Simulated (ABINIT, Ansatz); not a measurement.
# InP (F-43m): one start, several treatments of the self-energy, part 2 of 2

Wanted: the gap of InP (F-43m) under several approximations, with cost.

ABINIT 10.8.3; PBE and many-body steps on it, plane waves. Known limits of the many-body steps: not at the basis limit; mesh may overstate the screening; no spin-orbit coupling; coarse k mesh.

So far. Step 4 (G0W0, Godby-Needs plasmon pole): The gap on the mesh goes from 0.69 eV to 1.35 eV, a correction of +0.66 eV. Step 5 (G0W0, von der Linden-Horsch plasmon pole): Against G0W0 in ABINIT (4×4×4 mesh, 145 bands, screening to 176.9 eV, Godby-Needs plasmon pole), the gap moves by +0.003 eV.

### Step 6. G0W0, Hybertsen-Louie plasmon pole

Level of this step: G0W0 on PBE, plane waves, norm-conserving pseudopotentials (ABINIT).

File run.abi:

```
acell 3*1.0 Angstrom
rprim 
  -0.000000000000 2.934350000000 2.934350000000
  2.934350000000 -0.000000000000 2.934350000000
  2.934350000000 2.934350000000 -0.000000000000
ntypat 2
znucl 49 15
natom 2
typat 1 2
xred 
  0.000000000000 0.000000000000 0.000000000000
  0.250000000000 0.250000000000 0.250000000000
pp_dirpath "pseudos"
pseudos "In.upf, P.upf"
ecut 33
ngkpt 4 4 4
nshiftk 1
shiftk 0 0 0
kptopt 1
chksymbreak 0
istwfk *1
occopt 1
irdwfk 1
optdriver 4
nband 145
gwcalctyp 0
ecutsigx 33
symsigma 1
nkptgw 1
kptgw 
  0.0000000000 0.0000000000 0.0000000000
bdgw 
  11 17
ecuteps 6.5
irdscr 1
ppmodel 2
indata_prefix "in"
outdata_prefix "out"
tmpdata_prefix "tmp"
```

Launch:

```console
OMP_NUM_THREADS=1 mpirun -n 8 abinit run.abi > log
```

The log of the run:

```text
.Version 10.8.3 of ABINIT. v10.8.2 released Aug 2026.

 Symmetries : space group F-4 3 m (#216); Bravais cF (face-center cubic)
[... echo of the input left out ...]
== DATASET  1 ==================================================================
-   mpi_nproc: 8, omp_nthreads: 1 (-1 if OMP is not activated)

--- !DatasetInfo
iteration_state: {dtset: 1, }
dimensions: {natom: 2, nkpt: 8, mband: 145, nsppol: 1, nspinor: 1, nspden: 1, mpw: 3119, }
cutoff_energies: {ecut:  33.0, pawecutdg:  -1.0, }
[...]
15   9.010 -10.776  -6.305  -4.709   0.851  -0.174 -10.979  -0.203   8.807
       16   9.010 -10.776  -6.305  -4.709   0.851  -0.174 -10.979  -0.203   8.807
       17   9.010 -10.776  -6.305  -4.709   0.851  -0.174 -10.979  -0.203   8.807

== END DATASET(S) ==============================================================
================================================================================

 -outvars: echo values of variables after computation  --------
           etotal      0.0000000000E+00
            nband         145
             nkpt           8
          spgroup         216
 [... the other variables as echoed above ...]

 Calculation completed.
```

Run time: 9.3 s. Hardware: 8 MPI ranks of Intel Xeon Platinum 8259CL at 2.50GHz (Skylake/Cascade Lake), shared host; peak memory 1.5 GiB; 72 s of CPU time.

Numbers from this step:

| Item | Value |
| --- | --- |
| G0W0 gap on the points computed | 1.433 eV |
| starting gap on the mesh | 0.6876 eV |
| k of the valence top | 0, 0, 0 |
| k of the conduction bottom | 0, 0, 0 |
| least direct G0W0 gap on the computed points | 1.433 eV |

Against G0W0 in ABINIT (4×4×4 mesh, 145 bands, screening to 176.9 eV, Godby-Needs plasmon pole), the gap moves by +0.085 eV.

### Step 7. One-shot Hartree-Fock

This step: one-shot Hartree-Fock on PBE, plane waves, norm-conserving pseudopotentials.

Changes to run.abi since step 6:

```diff
@@ -24,4 +24,4 @@
 optdriver 4
-nband 145
-gwcalctyp 0
+nband 17
+gwcalctyp 5
 ecutsigx 33
@@ -33,5 +33,4 @@
   11 17
-ecuteps 6.5
-irdscr 1
-ppmodel 2
+ixc_sigma 40
+fftgw 31
 indata_prefix "in"
```

The log of the run:

```text
.Version 10.8.3 of ABINIT. v10.8.2 released Aug 2026.

 Symmetries : space group F-4 3 m (#216); Bravais cF (face-center cubic)
[... echo of the input left out ...]
== DATASET  1 ==================================================================
-   mpi_nproc: 8, omp_nthreads: 1 (-1 if OMP is not activated)

--- !DatasetInfo
iteration_state: {dtset: 1, }
dimensions: {natom: 2, nkpt: 8, mband: 17, nsppol: 1, nspinor: 1, nspden: 1, mpw: 3119, }
cutoff_energies: {ecut:  33.0, pawecutdg:  -1.0, }
[...]
15   9.010 -10.776  -6.305   0.000   1.000   0.000  -6.305   4.471  13.481
       16   9.010 -10.776  -6.305   0.000   1.000   0.000  -6.305   4.471  13.481
       17   9.010 -10.776  -6.305   0.000   1.000   0.000  -6.305   4.471  13.481

== END DATASET(S) ==============================================================
================================================================================

 -outvars: echo values of variables after computation  --------
           etotal      0.0000000000E+00
            nband          17
             nkpt           8
          spgroup         216
 [... the other variables as echoed above ...]

 Calculation completed.
```

Elapsed: 3.7 s, on 8 MPI ranks; peak memory 0.76 GiB.

Numbers from this step:

* quasiparticle gap on the points computed: 6.578 eV
* starting gap on the mesh: 0.6876 eV
* k of the valence top: 0, 0, 0
* k of the conduction bottom: 0, 0, 0
* least direct quasiparticle gap on the computed points: 6.578 eV

Against G0W0 in ABINIT (4×4×4 mesh, 145 bands, screening to 176.9 eV, Godby-Needs plasmon pole), the gap moves by +5.230 eV.

### Step 8. Side by side

Times are wall times on 8 MPI ranks of Intel Xeon Platinum 8259CL at 2.50GHz (Skylake/Cascade Lake), shared host, good to a factor of about two. A run's time includes the screening step that it read.

| run | mesh | bands | screening cutoff (eV) | DFT gap (eV) | gap on the mesh (eV) | direct (eV) | ε∞ used | time |
| --- | --- | --- | --- | --- | --- | --- | --- | --- |
| G0W0, Godby-Needs plasmon pole | 4×4×4 | 145 | 176.9 | 0.688 | 1.348 | 1.348 | 47.20 | 46 s |
| G0W0, von der Linden-Horsch plasmon pole | 4×4×4 | 145 | 176.9 | 0.688 | 1.351 | 1.351 | 47.20 | 45 s |
| G0W0, Hybertsen-Louie plasmon pole | 4×4×4 | 145 | 176.9 | 0.688 | 1.433 | 1.433 | 47.20 | 46 s |
| one-shot Hartree-Fock | 4×4×4 | - | - | 0.688 | 6.578 | 6.578 | - | 3.7 s |

### Step 9. Outcome

| Quantity | Value |
| --- | --- |
| G0W0, Godby-Needs plasmon pole | 1.348 eV |
| G0W0, von der Linden-Horsch plasmon pole | 1.351 eV |
| G0W0, Hybertsen-Louie plasmon pole | 1.433 eV |
| one-shot Hartree-Fock | 6.578 eV |
| known limits | not at the basis limit; mesh may overstate the screening; no spin-orbit coupling; coarse k mesh |

What this shows: G0W0, von der Linden-Horsch plasmon pole: +0.003 eV against G0W0, Godby-Needs plasmon pole. G0W0, Hybertsen-Louie plasmon pole: +0.085 eV against G0W0, Godby-Needs plasmon pole. One-shot Hartree-Fock: +5.230 eV against G0W0, Godby-Needs plasmon pole. Bare exchange alone opens the gap to 6.58 eV; against G0W0, correlation takes back 5.23 eV. Bands and cutoff are finite, so the gap is not at the basis limit. The miss can reach some tenths of an eV and take either sign; the mesh is an error of its own. In the first G0W0 run levels were corrected at 1 k point alone, so a gap called «on the mesh» is the least over those, and an edge elsewhere would be missed. The 4×4×4 mesh is coarse for this cell, which bears on the long-range parts of exchange and screening. For the PBE start: The RPA ε∞ on this mesh reaches over 25; with a narrow direct gap a coarse mesh can overstate it, and the correction is then too small. The many-body steps are scalar-relativistic: spin-orbit coupling is not in them.

[Paths, hosts, dates, memory and timing lines, banners, echoed tables and standing remarks are left out of the program output.]

[Logs are printed without paths, hosts, clocks, repeated set-up lines and the standing remarks that a program may print on its own settings, such as how far it seeks lower states.]

[Runs of the session that timed out or met a known fault of the program may be left out.]

[No measured gap is set beside runs whose start may be inverted or whose files or cutoffs have a known fault.]

[Hosts, paths, dates, database ids (printed as entryN), source tags and the programs' standing remarks are cut or masked in the printed files.]

[G0W0 gaps are taken among the corrected bands and points alone; a level outside them can change the order at an edge.]

[Where Ansatz stands beside ABINIT at settings called matched, ABINIT's density can come from a denser mesh and the files from another edition; pairs whose starting gaps differed by over 0.03 eV were left out, so agreement reads better than it is.]
